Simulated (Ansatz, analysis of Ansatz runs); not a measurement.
**MnGa2S4 (I-4): does an added hole stay on Mn?**

Question: does an added hole stay on the Mn atom where it is started in MnGa2S4 (I-4), and if so, how high is the barrier for a hop to another Mn site nearby? Model: a cell of 56 host atoms.

Calculated with Ansatz 0.2.0; plane-wave PAW DFT, PBEsol+U; relaxation of all atoms of a supercell at fixed charge in a uniform background; PAW set soft_1.

## (1) The starting structure

The cell holds 56 atoms: 8 Mn, 16 Ga and 32 S. Its edges and angles: a = 12.783 Å, b = 12.783 Å, c = 12.783 Å, α = 129.6°, β = 129.6°, γ = 74.1°. It derives from MnGa2S4 (space group I-4). Nearest the centre at fractional (0.625, 0.125, 0.000): S46 at 2.34 Å, S14 at 2.34 Å, S40 at 2.39 Å, S34 at 2.39 Å, Ga31 at 2.55 Å, Mn50 at 2.72 Å, Ga30 at 2.72 Å, Ga9 at 2.72 Å.

Hubbard terms: Mn d 5.0 eV. They were chosen, not fitted, to curb self-interaction in the shells named, the trial site's among them. The two sites are Mn29 and Mn50. The cell's shortest repeat is 10.9 Å. The host's moments were started ferromagnetic, high spin; both sites carry the same spin direction.

## (2) The cell without the carrier

The neutral cell is relaxed first, from small random displacements, so that bond lengths and moments with the carrier can be set beside those of a relaxed cell without it.

neutral.relax/input.yaml reads:

```yaml
crystal:
  lattice:
    - [-5.44695024, 5.44695024, 10.20125981]
    - [5.44695024, -5.44695024, 10.20125981]
    - [5.44695024, 5.44695024, -10.20125981]
  atoms:
    - { symbol: Mn, position: [0.125, 0.375, 0.25], spin: 5.0 }
    - { symbol: Ga, position: [0.375, 0.125, 0.25] }
    - { symbol: Ga, position: [0.25, 0.25, 0.0] }
    - { symbol: S, position: [0.187373, 0.440853, 0.012331] }
    - { symbol: S, position: [0.059147, 0.071478, 0.246521] }
    - { symbol: S, position: [0.324958, 0.312627, 0.253479] }
    - { symbol: S, position: [0.428522, 0.175042, 0.487669] }
    - { symbol: Mn, position: [0.125, 0.375, 0.75], spin: 5.0 }
    - { symbol: Ga, position: [0.375, 0.125, 0.75] }
    - { symbol: Ga, position: [0.25, 0.25, 0.5] }
    - { symbol: S, position: [0.187373, 0.440853, 0.512331] }
    - { symbol: S, position: [0.059147, 0.071478, 0.746521] }
    - { symbol: S, position: [0.324958, 0.312627, 0.753479] }
    - { symbol: S, position: [0.428522, 0.175042, 0.987669] }
    - { symbol: Mn, position: [0.125, 0.875, 0.25], spin: 5.0 }
    - { symbol: Ga, position: [0.375, 0.625, 0.25] }
    - { symbol: Ga, position: [0.25, 0.75, 0.0] }
    - { symbol: S, position: [0.187373, 0.940853, 0.012331] }
    - { symbol: S, position: [0.059147, 0.571478, 0.246521] }
    - { symbol: S, position: [0.324958, 0.812627, 0.253479] }
    - { symbol: S, position: [0.428522, 0.675042, 0.487669] }
    - { symbol: Mn, position: [0.125, 0.875, 0.75], spin: 5.0 }
    - { symbol: Ga, position: [0.375, 0.625, 0.75] }
    - { symbol: Ga, position: [0.25, 0.75, 0.5] }
    - { symbol: S, position: [0.187373, 0.940853, 0.512331] }
    - { symbol: S, position: [0.059147, 0.571478, 0.746521] }
    - { symbol: S, position: [0.324958, 0.812627, 0.753479] }
    - { symbol: S, position: [0.428522, 0.675042, 0.987669] }
    - { symbol: Mn, position: [0.625, 0.375, 0.25], spin: 5.0 }
    - { symbol: Ga, position: [0.875, 0.125, 0.25] }
    - { symbol: Ga, position: [0.75, 0.25, 0.0] }
    - { symbol: S, position: [0.687373, 0.440853, 0.012331] }
    - { symbol: S, position: [0.559147, 0.071478, 0.246521] }
    - { symbol: S, position: [0.824958, 0.312627, 0.253479] }
    - { symbol: S, position: [0.928522, 0.175042, 0.487669] }
    - { symbol: Mn, position: [0.625, 0.375, 0.75], spin: 5.0 }
    - { symbol: Ga, position: [0.875, 0.125, 0.75] }
    - { symbol: Ga, position: [0.75, 0.25, 0.5] }
    - { symbol: S, position: [0.687373, 0.440853, 0.512331] }
    - { symbol: S, position: [0.559147, 0.071478, 0.746521] }
    - { symbol: S, position: [0.824958, 0.312627, 0.753479] }
    - { symbol: S, position: [0.928522, 0.175042, 0.987669] }
    - { symbol: Mn, position: [0.625, 0.875, 0.25], spin: 5.0 }
    - { symbol: Ga, position: [0.875, 0.625, 0.25] }
    - { symbol: Ga, position: [0.75, 0.75, 0.0] }
    - { symbol: S, position: [0.687373, 0.940853, 0.012331] }
    - { symbol: S, position: [0.559147, 0.571478, 0.246521] }
    - { symbol: S, position: [0.824958, 0.812627, 0.253479] }
    - { symbol: S, position: [0.928522, 0.675042, 0.487669] }
    - { symbol: Mn, position: [0.625, 0.875, 0.75], spin: 5.0 }
    - { symbol: Ga, position: [0.875, 0.625, 0.75] }
    - { symbol: Ga, position: [0.75, 0.75, 0.5] }
    - { symbol: S, position: [0.687373, 0.940853, 0.512331] }
    - { symbol: S, position: [0.559147, 0.571478, 0.746521] }
    - { symbol: S, position: [0.824958, 0.812627, 0.753479] }
    - { symbol: S, position: [0.928522, 0.675042, 0.987669] }
basis:
  ecutwfc: 420
  xc_grid: 2
hamiltonian:
  xc: pbesol
  hubbard:
    sites: [{ species: Mn, l: d, u_eff: 5.0 }]
    projectors: ortho-atomic
  pseudopotentials: { kind: paw, azcp: { folder: soft_1 }, xc_functional: pbe }
kpoints:
  mp_grid: { grid: [1, 1, 1] }
magnetization:
  spin_polarized: true
  initial_magnetization: 40
  spin_locking: { lock_magnetization: hard }
scf:
  occupations: { method: fermi_dirac, width: 0.01 }
  max_iter: 120
  lower_state_search: "off"
output:
  forces: true
relax:
  f_tol: 0.02
  max_steps: 70
  random_displacement: { amplitude: 0.04, seed: 2847 }
checkpoint:
  write: "../neutral.relax.run"
  compress: false
  write_wavefunctions: true
  write_every: 100000
```

Launch:

```console
$ ansatz run input.yaml --threads 4 --pin off --max-ram 17899MiB --backend cpu --events-out ev --progress --plain --runs-dir out
```

Numbers of over 12 decimals in the logs are rounded to 6 here.

Output:

```text
[... repeated set-up lines and file paths are left out, and long positions are rounded to six places ...]
Engine: ansatz 0.2.0, aarch64-unknown-linux-gnu
Pseudopotentials: kind: paw
Pseudopotential: Mn, paw, valence charge 15, recommended cutoff 420 eV (normal), soft_1/Mn.paw.azcp
Pseudopotential: Ga, paw, valence charge 13, recommended cutoff 420 eV (normal), soft_1/Ga.paw.azcp
Pseudopotential: S, paw, valence charge 6, recommended cutoff 420 eV (normal), soft_1/S.paw.azcp
Functional definition: PBEsol
  exchange = pbesol_x
  correlation = pbesol_c
Crystal: 56 atoms, lattice volume = 1210.656 Å³
Basis set: ecut = 420 eV, 23695 PW (Γ), exchange–correlation on 180×180×180 points (8 copies of the dense FFT grid, shifted against one another)
Bands: 336, of which v1, the nominal top of the filled ones, is band 260 counted from 1 (259 counted from 0)
Symmetry: 1 space group operations
k-points: 1
Non-local potential: Mn, projectors of the file, l = 0: 3, l = 1: 2, l = 2: 3, l = 3: 1
Non-local potential: Ga, projectors of the file, l = 0: 2, l = 1: 2, l = 2: 3, l = 3: 1
Non-local potential: S, projectors of the file, l = 0: 2, l = 1: 2, l = 2: 1
PAW form: soft (Blöchl's): semilocal exchange-correlation on the pseudo side does not see the compensation charge
PAW frozen core: Mn, regenerated for the run's functional, and the local potential with it (the file was generated under x = pbe(κ = 0.804, μ = 0.219515), c = pbe(β = 0.066725))
PAW frozen core: Ga, regenerated for the run's functional, and the local potential with it (the file was generated under x = pbe(κ = 0.804, μ = 0.219515), c = pbe(β = 0.066725))
[...]
[... 2 atoms left out ...]
  atom  34  S     -0.00272130    -0.00202992     0.00196676
  [... 5 atoms left out ...]
  atom  40  S     -0.00126840    -0.00329228    -0.00031153
  [... 5 atoms left out ...]
  atom  46  S     -0.00447244     0.00313476    -0.00049741
  [... 3 atoms left out ...]
  atom  50  Mn    -0.00029203    -0.00151737    -0.00089404
  [... 6 atoms left out ...]
  max |Σ_I F_I| component: 4.03e-5 eV/Å
--- Band table (eV) ---
  k-point 0 ↑: bands = ["-75.6914", "-75.6913", "-75.6901", "-75.6899", [... 328 left out ...] "11.6953", "11.7226", "11.7631", "11.7633"]
  k-point 0 ↓: bands = ["-70.8291", "-70.8291", "-70.8280", "-70.8278", [... 328 left out ...] "12.1786", "12.1804", "12.2939", "12.2945"]
Occupation matrices written to <dir>
--- Relaxed structure (4 steps of the walk, 4 accepted, 0 SCFs on fresh bases) ---
  F+E_penalty+E_count = -119184.94111564 eV   max|allowed force component| = 1.198e-2 eV/Å
  atoms:
    - { symbol: Mn, position: [0.124120, 0.374701, 0.249420] }
    - { symbol: Ga, position: [0.374325, 0.124837, 0.249183] }
[...]
- { symbol: Ga, position: [0.374664, 0.124270, 0.749487] }
[...]
- { symbol: S, position: [0.427230, 0.174413, 0.986394] }
[...]
- { symbol: S, position: [0.325088, 0.811528, 0.752212] }
    [... 1 atom left out ...]
    - { symbol: Mn, position: [0.624488, 0.375091, 0.249124] }
    - { symbol: Ga, position: [0.874331, 0.124554, 0.249143] }
    - { symbol: Ga, position: [0.749581, 0.249554, -0.000829] }
[...]
- { symbol: S, position: [0.824958, 0.311768, 0.252259] }
    [... 5 atoms left out ...]
    - { symbol: S, position: [0.558635, 0.071937, 0.746239] }
    [... 5 atoms left out ...]
    - { symbol: S, position: [0.687074, 0.940580, 0.012394] }
    [... 3 atoms left out ...]
    - { symbol: Mn, position: [0.624564, 0.874470, 0.749146] }
    [... 6 atoms left out ...]
[key lines of the parts left out:]
SCF converged after 3 iterations
Magnetization: 40.0000 μB (280.0000 up, 240.0000 down)
Free energy (F): -119184.941116 eV
Fermi energy:    6.594991 (↑ 6.594991, ↓ 6.452413) eV
```

Wall time 89 s (4 threads of Arm Neoverse V1, shared host); peak memory 2.7 GiB; 5.8 min of CPU time.

The largest displacement from an ideal site is 0.014 Å.

## (3) The hole on the first site

The nearest neighbour or neighbours of the site start displaced and the site's starting moment is changed by the carrier's spin, since a carrier doesn't trap itself in the undistorted lattice.

A.relax/input.yaml reads:

```yaml
crystal:
  lattice:
    - [-5.44695024, 5.44695024, 10.20125981]
    - [5.44695024, -5.44695024, 10.20125981]
    - [5.44695024, 5.44695024, -10.20125981]
  atoms:
    - { symbol: Mn, position: [0.12412, 0.374701, 0.24942], spin: 5.0 }
    - { symbol: Ga, position: [0.374325, 0.124837, 0.249183] }
    - { symbol: Ga, position: [0.249404, 0.249927, -0.000718] }
    - { symbol: S, position: [0.187398, 0.440766, 0.012505] }
    - { symbol: S, position: [0.058393, 0.071926, 0.246041] }
    - { symbol: S, position: [0.324415, 0.311883, 0.252055] }
    - { symbol: S, position: [0.426868, 0.174164, 0.485713] }
    - { symbol: Mn, position: [0.124612, 0.374792, 0.749315], spin: 5.0 }
    - { symbol: Ga, position: [0.374664, 0.12427, 0.749487] }
    - { symbol: Ga, position: [0.249301, 0.249433, 0.499277] }
    - { symbol: S, position: [0.18737, 0.440521, 0.512848] }
    - { symbol: S, position: [0.058706, 0.072144, 0.746128] }
    - { symbol: S, position: [0.324744, 0.311271, 0.752115] }
    - { symbol: S, position: [0.43539, 0.182573, 0.997226] }
    - { symbol: Mn, position: [0.124357, 0.874613, 0.249309], spin: 5.0 }
    - { symbol: Ga, position: [0.374494, 0.624953, 0.249353] }
    - { symbol: Ga, position: [0.249365, 0.749731, -0.000856] }
    - { symbol: S, position: [0.187226, 0.940615, 0.012393] }
    - { symbol: S, position: [0.058317, 0.571822, 0.245677] }
    - { symbol: S, position: [0.324774, 0.812027, 0.252286] }
    - { symbol: S, position: [0.427075, 0.674048, 0.485711] }
    - { symbol: Mn, position: [0.124871, 0.874779, 0.749437], spin: 5.0 }
    - { symbol: Ga, position: [0.374513, 0.624422, 0.749226] }
    - { symbol: Ga, position: [0.249326, 0.749139, 0.498907] }
    - { symbol: S, position: [0.187502, 0.940233, 0.512579] }
    - { symbol: S, position: [0.058515, 0.572065, 0.746126] }
    - { symbol: S, position: [0.325088, 0.811528, 0.752212] }
    - { symbol: S, position: [0.426941, 0.673863, 0.985821] }
    - { symbol: Mn, position: [0.624488, 0.375091, 0.249124], spin: 4.0 }
    - { symbol: Ga, position: [0.874331, 0.124554, 0.249143] }
    - { symbol: Ga, position: [0.749581, 0.249554, -0.000829] }
    - { symbol: S, position: [0.687444, 0.440503, 0.012585] }
    - { symbol: S, position: [0.558337, 0.071905, 0.245865] }
    - { symbol: S, position: [0.816798, 0.314439, 0.252259] }
    - { symbol: S, position: [0.927152, 0.174334, 0.486043] }
    - { symbol: Mn, position: [0.624254, 0.374362, 0.749099], spin: 5.0 }
    - { symbol: Ga, position: [0.874725, 0.124904, 0.749336] }
    - { symbol: Ga, position: [0.749257, 0.24945, 0.498907] }
    - { symbol: S, position: [0.684579, 0.437695, 0.501306] }
    - { symbol: S, position: [0.558635, 0.071937, 0.746239] }
    - { symbol: S, position: [0.824819, 0.311934, 0.752202] }
    - { symbol: S, position: [0.927073, 0.173964, 0.985669] }
    - { symbol: Mn, position: [0.624058, 0.87438, 0.248749], spin: 5.0 }
    - { symbol: Ga, position: [0.874385, 0.624832, 0.249159] }
    - { symbol: Ga, position: [0.749334, 0.749661, -0.000851] }
    - { symbol: S, position: [0.687074, 0.94058, 0.012394] }
    - { symbol: S, position: [0.561196, 0.564257, 0.246071] }
    - { symbol: S, position: [0.824766, 0.812014, 0.252306] }
    - { symbol: S, position: [0.927328, 0.674364, 0.486097] }
    - { symbol: Mn, position: [0.624564, 0.87447, 0.749146], spin: 5.0 }
    - { symbol: Ga, position: [0.874394, 0.624451, 0.749019] }
    - { symbol: Ga, position: [0.74972, 0.749863, 0.499259] }
    - { symbol: S, position: [0.687572, 0.940816, 0.51265] }
    - { symbol: S, position: [0.5586, 0.571856, 0.746222] }
    - { symbol: S, position: [0.824928, 0.811614, 0.752119] }
    - { symbol: S, position: [0.926934, 0.67422, 0.985783] }
total_charge: 1
basis:
  ecutwfc: 420
  xc_grid: 2
hamiltonian:
  xc: pbesol
  hubbard:
    sites: [{ species: Mn, l: d, u_eff: 5.0 }]
    projectors: ortho-atomic
  pseudopotentials: { kind: paw, azcp: { folder: soft_1 }, xc_functional: pbe }
kpoints:
  mp_grid: { grid: [1, 1, 1] }
magnetization:
  spin_polarized: true
  initial_magnetization: 39
  spin_locking: { lock_magnetization: hard }
scf:
  occupations: { method: fermi_dirac, width: 0.01 }
  max_iter: 120
  lower_state_search: "off"
output:
  forces: true
relax:
  f_tol: 0.015
  max_steps: 70
  escape_saddle: false
checkpoint:
  write: "../A.relax.run"
  compress: false
  write_wavefunctions: true
  write_every: 100000
```

Output:

```text
[...]
Crystal: 56 atoms, lattice volume = 1210.656 Å³
Basis set: ecut = 420 eV, 23695 PW (Γ), exchange–correlation on 180×180×180 points (8 copies of the dense FFT grid, shifted against one another)
Bands: 335, of which v1, the nominal top of the filled ones, is band 260 counted from 1 (259 counted from 0)
[... 1 set-up line as in the run before ...]
[...]
k-points: 1
[...]
Starting moments: Σ|m| = 39 μB on 8 of 56 sites
[...]
SCF iter   1: F=—  HF=-119193.006340 eV  |F-HF|=—  |Δ(HF+E_count)|=         —  Δρ=2.72e-2 (↑2.26e-2 ↓2.72e-2)  dr2=2.91e1  dr2_m=1.18e0  M=39.000 μB ∫|m|=39.377 μB  β_m=0.30  ethr=3.10e-3  ⟨swp⟩=6.0  Hψ=2606  notcnv=0  defer=64
[...]
SCF iter  10: F=-119190.205126 eV  HF=-119190.205128 eV  |F-HF|=2.71e-6  |Δ(HF+E_count)|=   1.07e-5  Δρ=1.39e-5 (↑1.39e-5 ↓6.83e-6)  dr2=4.04e-6  dr2_m=3.15e-7  M=39.000 μB ∫|m|=40.274 μB  ethr=1.08e-9  ⟨swp⟩=4.5  Hψ=2152  notcnv=0
SCF 1 converged in 10 iterations: F = -119190.205126 eV  dr2 = 4.04e-6
[...]
relax step   1: F+E_penalty+E_count = -119190.20512556 eV  Δ(F+E_penalty+E_count) = +0.000e0 eV  max|allowed force component| = 7.520e-1 eV/Å  Δτ_max = 0.0000 Å  (10 SCF iters, dr2 threshold 5.63e-6 eV, accepted)
[...]
relax step   2: F+E_penalty+E_count = -119190.36586987 eV  Δ(F+E_penalty+E_count) = -1.607e-1 eV  max|allowed force component| = 2.369e-1 eV/Å  Δτ_max = 0.0646 Å  (5 SCF iters, dr2 threshold 3.53e-5 eV, accepted)
relax step   3: F+E_penalty+E_count = -119190.39519722 eV  Δ(F+E_penalty+E_count) = -2.933e-2 eV  max|allowed force component| = 1.260e-2 eV/Å  Δτ_max = 0.0439 Å  (6 SCF iters, dr2 threshold 3.51e-6 eV, accepted)
[...]
SCF iter   3: F=-119190.395197 eV  HF=-119190.395197 eV  |F-HF|=5.65e-9  |Δ(HF+E_count)|=   2.93e-7  Δρ=1.01e-6 (↑1.01e-6 ↓6.76e-7)  dr2=3.61e-8  dr2_m=1.09e-9  M=39.000 μB ∫|m|=40.396 μB  ethr=1.93e-11  ⟨swp⟩=2.0  Hψ=2117  notcnv=0
SCF 4 converged in 3 iterations: F = -119190.395197 eV  dr2 = 3.61e-8
relax step   4: F+E_penalty+E_count = -119190.39519733 eV  Δ(F+E_penalty+E_count) = -1.102e-7 eV  max|allowed force component| = 1.260e-2 eV/Å  Δτ_max = 0.0000 Å  (3 SCF iters, accepted)
NSCF: frozen V_eff on 1 k-points
[...]
SCF converged after 3 iterations
Magnetization: 39.0000 μB (279.0000 up, 240.0000 down)
Absolute magnetization: 40.3791 μB (∫|ρ↑−ρ↓|, with the PAW one-centre terms)
[...]
Per-site moments (μB) at R_I (Å): [(4.352681, 1.010474), (0.00939754, 0.943007), (0.010151, 0.941410), [... 53 left out ...]
Free energy (F): -119190.395197 eV
[...]
Internal energy: -119190.380611 eV  (E = F + TS)
E sigma→0 (E₀):  -119190.387904 eV
Entropy (-TS):   -0.014587 eV (-0.260 meV/atom)
Fermi energy:    5.442279 (↑ 5.442279, ↓ 6.435286) eV
[...]
--- Forces (eV/Å), atoms counted from 1 ---
  atom   1  Mn     0.00044518    -0.00136064     0.00200238
  atom   2  Ga    -0.00036424     0.00064963    -0.00051609
  [... 6 atoms left out ...]
  atom   9  Ga     0.00521873    -0.00426730    -0.00222398
  [... 4 atoms left out ...]
  atom  14  S     -0.00323314     0.00020942     0.00963586
  [... 14 atoms left out ...]
  atom  29  Mn    -0.00080920     0.00018878    -0.00045156
  atom  30  Ga    -0.00330805    -0.00484705     0.00307923
  atom  31  Ga    -0.00413474    -0.00214920    -0.00060210
  [... 1 atom left out ...]
  atom  33  S      0.00082329     0.00336758    -0.01131433
  atom  34  S      0.00110578     0.00374826    -0.00957605
  [... 5 atoms left out ...]
  atom  40  S      0.00252168     0.00491741    -0.00902683
  [... 5 atoms left out ...]
  atom  46  S      0.00110232     0.00267619     0.01104920
  [... 3 atoms left out ...]
  atom  50  Mn    -0.00020401    -0.00074490    -0.00094964
  [... 6 atoms left out ...]
  max |Σ_I F_I| component: 3.67e-6 eV/Å
--- Band table (eV) ---
[...]
Occupation matrices written to <dir>
--- Relaxed structure (4 steps of the walk, 4 accepted, 0 SCFs on fresh bases) ---
  F+E_penalty+E_count = -119190.39519733 eV   max|allowed force component| = 1.260e-2 eV/Å
  atoms:
    - { symbol: Mn, position: [0.124486, 0.374692, 0.249309] }
    - { symbol: Ga, position: [0.374351, 0.124600, 0.249175] }
    [... 6 atoms left out ...]
    - { symbol: Ga, position: [0.374523, 0.124585, 0.749171] }
    [... 4 atoms left out ...]
    - { symbol: S, position: [0.427366, 0.173965, 0.986234] }
    [... 14 atoms left out ...]
    - { symbol: Mn, position: [0.624477, 0.374733, 0.249200] }
    - { symbol: Ga, position: [0.874386, 0.124524, 0.249201] }
    - { symbol: Ga, position: [0.749450, 0.249683, -0.000802] }
    [... 1 atom left out ...]
    - { symbol: S, position: [0.558332, 0.071709, 0.245269] }
    - { symbol: S, position: [0.825181, 0.312262, 0.252754] }
    [... 5 atoms left out ...]
    - { symbol: S, position: [0.558475, 0.071766, 0.745289] }
    [... 5 atoms left out ...]
    - { symbol: S, position: [0.686532, 0.940483, 0.012044] }
    [... 3 atoms left out ...]
    - { symbol: Mn, position: [0.624553, 0.874726, 0.749183] }
    [... 6 atoms left out ...]
```

Elapsed: 92 s, on 4 threads; peak memory 2.7 GiB; 5.9 min of CPU time.

The steps of the relaxation:

```csv
step,energy less that of the first step (eV),largest force component (eV/Å)
1,0.0000,0.7520
2,-0.1607,0.2369
3,-0.1901,0.0126
4,-0.1901,0.0126
```

The atoms that moved most (Å):

```csv
atom,dx,dy,dz,length
S39,0.063,0.055,-0.060,0.103
S14,-0.063,-0.057,-0.058,0.102
S34,-0.055,0.060,0.058,0.100
S47,0.053,-0.058,0.055,0.096
S13,0.008,0.000,0.008,0.011
S6,0.004,0.008,0.005,0.010
S54,-0.006,-0.006,0.006,0.010
S4,0.003,-0.005,-0.008,0.010
```

The moves above count from the input, in which the site's nearest neighbours were already displaced; the distances below compare with the cell without the carrier.

Distances from Mn29 without and with the hole:

```
atom  without (Å)  with (Å)
 S47         2.45      2.45
 S39         2.45      2.45
 S34         2.45      2.45
 S14         2.45      2.45
```

The largest changes of the moments are -0.02 μB on S6, -0.02 μB on S54 and -0.02 μB on S39. The carrier did not stay on the chosen site.

## (4) Outcome

| Property | Result |
| --- | --- |
| carrier trapped on the chosen site | no |
| size of the moment change on that site | 0.01 μB |

**Reading.** With PBEsol+U (5 eV) (Mn d 5.0 eV) the hole does not stay on the chosen Mn atom: it is spread over more than 30 atoms in effect, so no hop between such sites was computed. The magnetic order was assumed and need not be the ground state; parallel spins on neighbours help a carrier to spread. The search for lower electronic states was switched off. Another U, a hybrid or another start may give another answer. Limits: sampling at the zone centre alone can move energies of charged and open-shell states by tenths of an eV or more in cells of this size; gap and trapping depend on the U chosen (Mn d 5.0 eV).

[Logs are printed without paths, hosts, clocks, repeated set-up lines and the standing remarks that a program may print on its own settings, such as how far it seeks lower states.]

[Hosts, paths, dates, database ids (printed as entryN), source tags and the programs' standing remarks are cut or masked in the printed files.]
